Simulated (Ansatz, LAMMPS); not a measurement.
# Relaxing amorphous 33HfO2-67Al2O3 (mol %) (104 atoms), part 3 of 4

How does amorphous 33HfO2-67Al2O3 (mol %) (104 atoms) relax, and what do bonds, charges and levels look like afterwards?

Ansatz 0.2.0; Kohn-Sham DFT, PBE, PAW (set soft_2), plane waves.

The cell: 8 Hf, 32 Al and 64 O. The quench rate of 50 K/ps is many orders above laboratory rates. The network of bonds at the start is that of the classical potential that made the cell. Only the Γ point is sampled in the main run, in a cell whose shortest periodic width is 11 Å. No spin–orbit coupling is included.

So far. Step 4 (Cell and atoms relaxed): The relaxation changed the energy by -29.4 meV/atom, and atoms moved by 0.14 Å r.m.s., 0.45 Å at most.

### 6. Single point at the relaxed geometry

The electronic structure is read at the final geometry, in a run of its own.

File input.yaml:

```yaml
crystal:
  lattice:
    - [10.96581, 0.00733, 0.00912]
    - [0.00733, 10.46872, 0.05056]
    - [0.00912, 0.05056, 10.54313]
  atoms:
    - { symbol: Hf, position: [0.36676, 0.51204, 0.57616] }
    - { symbol: Hf, position: [0.23127, 0.03339, 0.54873] }
    - { symbol: Hf, position: [0.72452, 0.12395, 0.3127] }
    - { symbol: Hf, position: [0.89939, 0.80485, 0.61628] }
    - { symbol: Hf, position: [0.1557, 0.75875, 0.78134] }
    - { symbol: Hf, position: [0.4222, 0.998, 0.80138] }
    - { symbol: Hf, position: [0.64412, 0.39519, 0.25946] }
    - { symbol: Hf, position: [0.69341, 0.60801, 0.54367] }
    - { symbol: Al, position: [0.64588, 0.92705, 0.58447] }
    - { symbol: Al, position: [0.018, 0.96902, 0.37677] }
    - { symbol: Al, position: [0.9744, 0.01514, 0.13375] }
    - { symbol: Al, position: [0.83693, 0.3337, 0.54157] }
    - { symbol: Al, position: [0.48462, 0.63165, 0.29005] }
    - { symbol: Al, position: [0.20742, 0.62104, 0.04352] }
    - { symbol: Al, position: [0.38686, 0.08539, 0.06609] }
    - { symbol: Al, position: [0.42358, 0.22601, 0.40265] }
    - { symbol: Al, position: [0.73801, 0.12245, 0.74616] }
    - { symbol: Al, position: [0.13227, 0.32516, 0.46057] }
    - { symbol: Al, position: [0.28085, 0.44492, 0.86639] }
    - { symbol: Al, position: [0.80037, 0.61855, 0.12494] }
    - { symbol: Al, position: [0.38469, 0.91869, 0.34022] }
    - { symbol: Al, position: [0.14529, 0.15949, 0.93198] }
    - { symbol: Al, position: [0.224, 0.69233, 0.36009] }
    - { symbol: Al, position: [0.39812, 0.37856, 0.10927] }
    - { symbol: Al, position: [0.00517, 0.12767, 0.6668] }
    - { symbol: Al, position: [0.69049, 0.01052, 0.01199] }
    - { symbol: Al, position: [0.45764, 0.25638, 0.68048] }
    - { symbol: Al, position: [0.0435, 0.44507, 0.92565] }
    - { symbol: Al, position: [0.55325, 0.7571, 0.97474] }
    - { symbol: Al, position: [0.20656, 0.85864, 0.13207] }
    - { symbol: Al, position: [0.79147, 0.28987, 0.99422] }
    - { symbol: Al, position: [0.18242, 0.19516, 0.24387] }
    - { symbol: Al, position: [0.46795, 0.71568, 0.7429] }
    - { symbol: Al, position: [0.03899, 0.55169, 0.53327] }
    - { symbol: Al, position: [0.59926, 0.47327, 0.95547] }
    - { symbol: Al, position: [0.81602, 0.5086, 0.77476] }
    - { symbol: Al, position: [0.9195, 0.68029, 0.34177] }
    - { symbol: Al, position: [0.85422, 0.82, 0.92192] }
    - { symbol: Al, position: [0.99554, 0.42081, 0.18044] }
    - { symbol: Al, position: [0.64279, 0.82636, 0.24149] }
    - { symbol: O, position: [0.6246, 0.56414, 0.36778] }
    - { symbol: O, position: [0.06488, 0.89162, 0.20494] }
    - { symbol: O, position: [0.78811, 0.66824, 0.72033] }
    - { symbol: O, position: [0.42709, 0.81515, 0.88435] }
    - { symbol: O, position: [0.88007, 0.6137, 0.4954] }
    - { symbol: O, position: [0.18218, 0.786, 0.9818] }
    - { symbol: O, position: [0.51115, 0.81157, 0.34544] }
    - { symbol: O, position: [0.85398, 0.19856, 0.64727] }
    - { symbol: O, position: [0.74666, 0.43912, 0.63074] }
    - { symbol: O, position: [0.76748, 0.96252, 0.69532] }
    - { symbol: O, position: [0.66189, 0.98569, 0.18366] }
    - { symbol: O, position: [0.07429, 0.31948, 0.28423] }
    - { symbol: O, position: [0.2508, 0.91275, 0.70876] }
    - { symbol: O, position: [0.93811, 0.35028, 0.0328] }
    - { symbol: O, position: [0.14719, 0.07131, 0.3613] }
    - { symbol: O, position: [0.46499, 0.46643, 0.2323] }
    - { symbol: O, position: [0.46297, 0.33385, 0.52978] }
    - { symbol: O, position: [0.512, 0.34217, 0.0009] }
    - { symbol: O, position: [0.29062, 0.07531, 0.92998] }
    - { symbol: O, position: [0.75219, 0.1443, 0.9142] }
    - { symbol: O, position: [0.324, 0.22635, 0.14143] }
    - { symbol: O, position: [0.86341, 0.66474, 0.98351] }
    - { symbol: O, position: [0.3604, 0.60875, 0.40531] }
    - { symbol: O, position: [0.94317, 0.82907, 0.42008] }
    - { symbol: O, position: [0.09763, 0.12532, 0.09641] }
    - { symbol: O, position: [0.6847, 0.85236, 0.94057] }
    - { symbol: O, position: [0.52015, 0.04202, 0.97935] }
    - { symbol: O, position: [0.88806, 0.53191, 0.2407] }
    - { symbol: O, position: [0.32832, 0.50392, 0.01946] }
    - { symbol: O, position: [0.08002, 0.62215, 0.37381] }
    - { symbol: O, position: [0.35145, 0.12891, 0.67072] }
    - { symbol: O, position: [0.33672, 0.95923, 0.1758] }
    - { symbol: O, position: [0.03903, 0.1106, 0.82425] }
    - { symbol: O, position: [0.16636, 0.57131, 0.86752] }
    - { symbol: O, position: [0.54994, 0.72316, 0.13896] }
    - { symbol: O, position: [0.06213, 0.69166, 0.62957] }
    - { symbol: O, position: [0.65968, 0.04011, 0.46154] }
    - { symbol: O, position: [0.97388, 0.82969, 0.80352] }
    [... 20 atom lines left out ...]
    - { symbol: O, position: [0.86703, 0.95759, 0.02718] }
    - { symbol: O, position: [0.67969, 0.50966, 0.10188] }
    - { symbol: O, position: [0.08594, 0.51936, 0.08301] }
    - { symbol: O, position: [0.25692, 0.704, 0.19263] }
    - { symbol: O, position: [0.38537, 0.39353, 0.75097] }
    - { symbol: O, position: [0.72037, 0.79536, 0.51904] }
kpoints:
  mp_grid: { grid: [1, 1, 1] }
hamiltonian:
  xc: pbe
scf:
  occupations: { method: fermi_dirac, width: 0.025 }
output:
  forces: true
  stress: true
  populations: true
  dos:
    method: { smearing: { sigma: 0.08 } }
    de: 0.05
    projected: { site_lists: { Al: [Al], Hf: [Hf], O: [O] } }
  eigenvalues: true
  write_density: true
  write_potential: true
  volumetric_format: npy
```

Started as:

```sh
> ansatz run input.yaml --threads 4 --pin off --max-ram 8192MiB --backend cpu --events-out ev --progress --plain --runs-dir out
```

Numbers of over 12 decimals in the logs are rounded to 6 here.

What it wrote:

```text
[...]
Crystal: 104 atoms, lattice volume = 1210.301 Å³
Basis set: ecut = 420 eV, 23719 PW (Γ), exchange–correlation on 150×144×144 points (8 copies of the dense FFT grid, shifted against one another)
Bands: 448, of which v1, the nominal top of the filled ones, is band 344 counted from 1 (343 counted from 0)
Symmetry: 1 space group operations
[...]
k-points: 1
[...]
SCF iter   1: F=—  HF=-179434.936487 eV  |F-HF|=—  |Δ(HF+E_count)|=         —  Δρ=2.86e-3  dr2=1.24e-1  ethr=1.77e-3  ⟨swp⟩=6.0  Hψ=1866  notcnv=0  defer=11
[...]
SCF iter   9: F=-179434.933676 eV  HF=-179434.933676 eV  |F-HF|=5.33e-8  |Δ(HF+E_count)|=   2.74e-7  Δρ=2.35e-6  dr2=7.77e-8  ethr=1.45e-11  ⟨swp⟩=14.0  Hψ=3795  notcnv=0
SCF 1 converged in 9 iterations: F = -179434.933676 eV  dr2 = 7.77e-8
[...]
SCF converged after 9 iterations
Free energy (F): -179434.933676 eV
[...]
Internal energy: -179434.933676 eV  (E = F + TS)
E sigma→0 (E₀):  -179434.933676 eV
Fermi energy:    8.558423 eV
[...]
--- Forces (eV/Å), atoms counted from 1 ---
  atom   1  Hf    -0.00530573    -0.00046869    -0.00448011
  atom   2  Hf     0.01386860    -0.00804619     0.01132346
  atom   3  Hf     0.00561030    -0.00395752    -0.01311156
  atom   4  Hf    -0.00387758     0.00684346    -0.00040372
  atom   5  Hf     0.00317772    -0.00735219     0.00059827
  atom   6  Hf    -0.00045257     0.00981320     0.00762767
  atom   7  Hf     0.00847165     0.00497196    -0.00451654
  atom   8  Hf    -0.00004969     0.00630656    -0.00525497
  atom   9  Al    -0.00884368    -0.00393980    -0.00499880
  atom  10  Al    -0.00528256    -0.00110273    -0.00200020
  atom  11  Al    -0.00018695    -0.00246534    -0.00224689
  atom  12  Al    -0.00056724    -0.00310434     0.00241174
  atom  13  Al    -0.00263261     0.00024710    -0.00534103
  atom  14  Al    -0.00205432     0.00486228     0.00069012
[...]
atom 103  O      0.00073941    -0.00585885     0.00437540
  atom 104  O      0.00637049    -0.00568760     0.00096700
  max |Σ_I F_I| component: 1.43e-4 eV/Å
--- Stress (GPa, compression-positive) ---
        0.028508       0.003374       0.004859
        0.003366      -0.008434       0.005292
        0.004847       0.005302      -0.001294
  P = ⅓ Tr σ = 0.0063 GPa (0.063 kbar)
--- Band table (eV) ---
[...]
--- Löwdin populations: 104 sites ---
  site symbol       q [e]
     0     Hf     24.4264
     1     Hf     24.4328
     2     Hf     24.4862
[...]
103      O      6.7075
  spilling = 0.005899 (of n_electrons = 688.000000)
```

Run time: 28 s. Hardware: 4 threads of Arm Neoverse V1, shared host; peak memory 1.8 GiB; 1.8 min of CPU time.

The run gave:

| Quantity | Value |
| --- | --- |
| free energy | -179434.9337 eV |
| free energy per atom | -1725.3359 eV/atom |
| SCF cycles | 9 |
| pressure | 0.00626 GPa |
| r.m.s. force component | 0.00371 eV/Å |
| longest force | 0.01963 eV/Å |
| Fermi energy | 8.558 eV |
| gap (highest filled to lowest empty level) | 3.715 eV |
| spilling of the projection | 0.005899 |

Löwdin charges by element and coordination (they lack the spilled electrons, 0.039 e an atom on average):

```csv
element,coordination,atoms,mean charge (e),spread,least,most
Al,all,32,1.33,0.0241,1.28,1.38
Al,4,22,1.33,0.0214,1.28,1.38
Al,5,10,1.31,0.0192,1.28,1.34
Hf,all,8,1.55,0.034,1.50,1.61
Hf,6,5,1.54,0.0408,1.50,1.61
Hf,7,2,1.57,0.0011,1.57,1.57
Hf,8,1,1.55,0,1.55,1.55
O,all,64,-0.793,0.0512,-0.876,-0.654
O,2,5,-0.834,0.0634,-0.876,-0.708
O,3,56,-0.791,0.0494,-0.863,-0.654
O,4,3,-0.767,0.0086,-0.777,-0.756
```

Density of states as counts of states in windows of 1 eV (from the Fermi level), total and the larger projections:

```csv
from (eV),to (eV),total,O p,Al p,Hf d,Hf f
-14,-13,0.0,0.0,0.0,0.0,0.0
-13,-12,98.5,0.3,0.0,0.0,98.0
-12,-11,13.5,0.1,0.0,0.0,13.4
-11,-9,0.0,0.0,0.0,0.0,0.0
-9,-8,8.2,6.0,0.3,0.2,0.0
-8,-7,35.8,26.5,2.3,1.2,0.0
-7,-6,52.8,40.1,5.7,2.8,0.1
-6,-5,65.4,52.7,5.6,3.6,0.1
-5,-4,78.9,68.5,4.2,3.1,0.1
-4,-3,80.3,74.2,1.9,1.9,0.1
-3,-2,57.9,55.0,0.9,0.7,0.0
-2,-1,4.8,4.5,0.1,0.0,0.0
-1,1,0.0,0.0,0.0,0.0,0.0
1,2,2.0,0.1,0.1,0.1,0.0
2,3,7.3,0.8,0.3,5.3,0.0
3,4,34.4,4.5,3.5,21.4,0.0
4,5,27.0,3.8,5.7,10.3,0.0
```

Between -26 and -14 eV lie 128 more states.

The stored curve holds about 624 of the 688 electrons; the rest, give or take the few that broadening carries across the Fermi level, lie in deeper levels below its range.

The levels nearest the highest filled one (over half full), pooled over k-points and spins:

```csv
level less the highest filled one (eV),occupation
-0.359,2
-0.336,2
-0.257,2
-0.151,2
-0.0511,2
0,2
3.71,0
4.43,0
4.62,0
4.63,0
4.84,0
4.98,0
```

Electrostatic potential energy in the ac plane at fractional y = 0.614, with atoms of Hf and Al and O within 0.2 Å of it. With pseudopotentials it is smooth inside the atoms' cores, unlike the true potential.

Values in eV, 13 rows by 16 columns, each cell a mean:
```
 12  11   3  -1   5  11  13  12   2   1  10  12  12   1   3  13
 12  10 -15  -4  11  11  12  10 -22 -22  11  12  11  11  12  13
 13  11   4   8  11  11   9   7   4   7  13  12   7   7  11  13
 13  12  10  11  -1 -14   6   4   6  11  12  10  -8   1  11  13
  8   8  12  12   6  -3   4  -1 -26  -6   0  -4   4  10  11  11
 -5  -1   9  11   8   0   0   4 -11  -5 -25 -29 -12   3   0   5
 -4   0   9   9   8   2   4  10  11   4 -18 -24  -6 -15 -28   0
 -2 -19   1   1   2 -25 -20   7   8   4  -2   5   8   5  -4   3
 -2 -19   0  -2   2  -2  -5  -5  -5  -2  -2  12  11   5  -6  -4
 11  12  11   8   9  10   1  -6  -6   4  11  11   9   7   3   6
 12  13  11   9  10  12   9   4   6  11  11   5  -5  -4   5  11
 13  10   0  -5   0  10  12  12  12  12  11   1  -3  -4   4  12
 13   9  -5   0  -5   9  12  12  11  10  10   9   3  -3   4  13
```
Columns run along a (11.0 Å; values clipped at the 3rd and 97th percentile), rows up along c (10.5 Å). Atoms in or near the plane, at fractional coordinates: Hf at (0.69, 0.54), Al at (0.48, 0.29), Al at (0.21, 0.04), Al at (0.80, 0.12), O at (0.88, 0.50), O at (0.36, 0.41), O at (0.08, 0.37), O at (0.53, 0.62), O at (0.55, 0.88).

Valence density in the ac plane at fractional y = 0.614, with atoms of Hf and Al and O within 0.2 Å of it. It is the smooth field of the valence electrons, not physical close to the nuclei.

Ten steps, logarithmic in the rise over the least value, from '_' (0 e/Å³) to '@' (27 e/Å³), each cell a mean:
```
________......________________....::....________..--====--..__
______..::--::..______________::==++==::__________..::::..____
______::==++==::____________..--****++--..____________________
______::==++==::____________..--++**++::______________________
______..::--::..______________..::--::..______........________
______________....----::..__________________..::----::________
______________..--++++==::..........________..--====::..______
........______..--==++--::..::--====::..____..::----..________
..::::::________..::--::....--++****--::::--::::....__________
..::::..__________....::....--++**++----**####==::........__..
........____________..........::----::++%%@@@@##--::--==--::..
____________________......________....==##@@%%**----++****--..
....::....________..--==--..________..::==++++--..--++**++--..
::--====::..____..--++**++--..____..::::::::..____..------::..
--++****==::____..--****++--..__..::--====::..______..........
::++**++--..____..::--==--::..__..::--====::________________..
..::----....________........______..::::::..________..........
__________________________________________________....::::..__
______________......______________________________..::::::..__
____________........________________________________......____
____________......________________________....________________
____......______________________________......________..______
____......________..____________________________....::::..____
__________________....__________________________..::====::..__
```
Columns run along a (11.0 Å), rows up along c (10.5 Å). Atoms in or near the plane, at fractional coordinates: Hf at (0.69, 0.54), Al at (0.48, 0.29), Al at (0.21, 0.04), Al at (0.80, 0.12), O at (0.88, 0.50), O at (0.36, 0.41), O at (0.08, 0.37), O at (0.53, 0.62), O at (0.55, 0.88).

Mean Löwdin charges: Al +1.33, Hf +1.55, O -0.79 e (they miss 0.59 % of the electrons, so they add up to more than the cell's charge). The largest share in the top eV of filled states is O p (96 % of the projected weight), and in the lowest eV of empty states Hf d (57 % of the projected weight).

Local excerpt of 11 atoms (numbers count through the whole input) about O74, which has 4 bonded neighbours where the commonest count for O is 3; x, y, z are measured from there.

```csv
atom,x,y,z,distance (Å),bonds,Löwdin charge (e)
O74,0.00,0.00,0.00,0.00,4,-0.78
Al19,1.25,-1.32,-0.02,1.82,4,1.36
Al28,-1.35,-1.32,0.61,1.98,5,1.33
Al14,0.45,0.53,1.86,1.98,5,1.34
Hf5,-0.12,1.96,-0.90,2.16,6,1.61
O69,1.78,-0.70,1.60,2.49,3,-0.84
O101,-0.88,-0.53,2.27,2.49,3,-0.86
O83,1.66,0.87,-1.73,2.55,3,-0.73
O46,0.18,2.25,1.22,2.57,3,-0.80
O84,0.04,-2.55,0.42,2.59,3,-0.85
O86,-2.22,-1.19,-0.88,2.67,2,-0.87
```

The column of bonds counts only the pairs O-Al within 2.38 Å, O-Hf within 2.82 Å; other neighbours, such as metal atoms beside each other in a compound, aren't counted, and periodic images can show an atom twice.

### 7. K-mesh 2×2×2

Large cells are often run on few k-points; this run checks whether the reference had enough.

Edit input.yaml of step 6 so:

```diff
@@ -8,3 +8,3 @@
 kpoints:
-  mp_grid: { grid: [1, 1, 1] }
+  mp_grid: { grid: [2, 2, 2] }
 hamiltonian:
@@ -22,4 +22 @@
   eigenvalues: true
-  write_density: true
-  write_potential: true
-  volumetric_format: npy
```

What it wrote:

```text
[...]
Crystal: 104 atoms, lattice volume = 1210.301 Å³
Basis set: ecut = 420 eV, 23719 PW (Γ), exchange–correlation on 150×144×144 points (8 copies of the dense FFT grid, shifted against one another)
Bands: 448, of which v1, the nominal top of the filled ones, is band 344 counted from 1 (343 counted from 0)
Symmetry: 1 space group operations
[...]
k-points: 8
[...]
SCF iter   1: F=—  HF=-179435.069819 eV  |F-HF|=—  |Δ(HF+E_count)|=         —  Δρ=2.84e-3  dr2=1.22e-1  ethr=1.77e-3  ⟨swp⟩=6.0  Hψ=14947  notcnv=0  defer=82
[...]
SCF iter   8: F=—  HF=-179435.067111 eV  |F-HF|=—  |Δ(HF+E_count)|=   2.21e-6  Δρ=1.10e-5  dr2=1.33e-6  ethr=5.44e-10  ⟨swp⟩=2.0  Hψ=5542  notcnv=0  defer=794
SCF iter   9: F=-179435.067111 eV  HF=-179435.067111 eV  |F-HF|=4.37e-8  |Δ(HF+E_count)|=   2.36e-7  Δρ=2.45e-6  dr2=7.67e-8  ethr=1.45e-11  ⟨swp⟩=10.4  Hψ=19483  notcnv=0
SCF 1 converged in 9 iterations: F = -179435.067111 eV  dr2 = 7.67e-8
[...]
SCF converged after 9 iterations
Free energy (F): -179435.067111 eV
[...]
Internal energy: -179435.067111 eV  (E = F + TS)
E sigma→0 (E₀):  -179435.067111 eV
Fermi energy:    8.589145 eV
[...]
Σ components = -179435.067111   (vs F -179435.067111, Δ=0.00e0)
--- Forces (eV/Å), atoms counted from 1 ---
  atom   1  Hf    -0.00981023     0.00185069     0.00628630
  atom   2  Hf     0.01236108    -0.02313634     0.00115447
  atom   3  Hf     0.01328411     0.01163057    -0.01342604
  atom   4  Hf     0.00076665    -0.00012271    -0.00401159
[...]
atom 104  O      0.00920667    -0.01683957    -0.00035669
  max |Σ_I F_I| component: 1.32e-4 eV/Å
--- Stress (GPa, compression-positive) ---
        0.052355       0.008184       0.002255
        0.008175       0.004073       0.003831
        0.002242       0.003841       0.014821
  P = ⅓ Tr σ = 0.0237 GPa (0.237 kbar)
--- Band table (eV; the first three rows and the last of 8) ---
[...]
--- Löwdin populations: 104 sites ---
  site symbol       q [e]
     0     Hf     24.4273
     1     Hf     24.4337
     2     Hf     24.4857
[...]
103      O      6.7069
  spilling = 0.005896 (of n_electrons = 688.000000)
```

Elapsed: 4.3 min, on 4 threads; peak memory 6.1 GiB.

The program notes that it cut back its work space to fit the memory limit.

Geometry and reference: those of the single point at the relaxed geometry.

Forces differ from those of the single point at the relaxed geometry by 5.5 meV/Å r.m.s.; the energy by -1.3 meV/atom and the gap by -0.027 eV. It took 4.3 min and 9 cycles; the reference's time can't be set against it, since the two runs asked for unlike analyses.

(Continued in part 4 of 4.)

[Logs are printed without paths, hosts, clocks, repeated set-up lines and the standing remarks that a program may print on its own settings, such as how far it seeks lower states.]

[Hosts, paths, dates, database ids (printed as entryN), source tags and the programs' standing remarks are cut or masked in the printed files.]
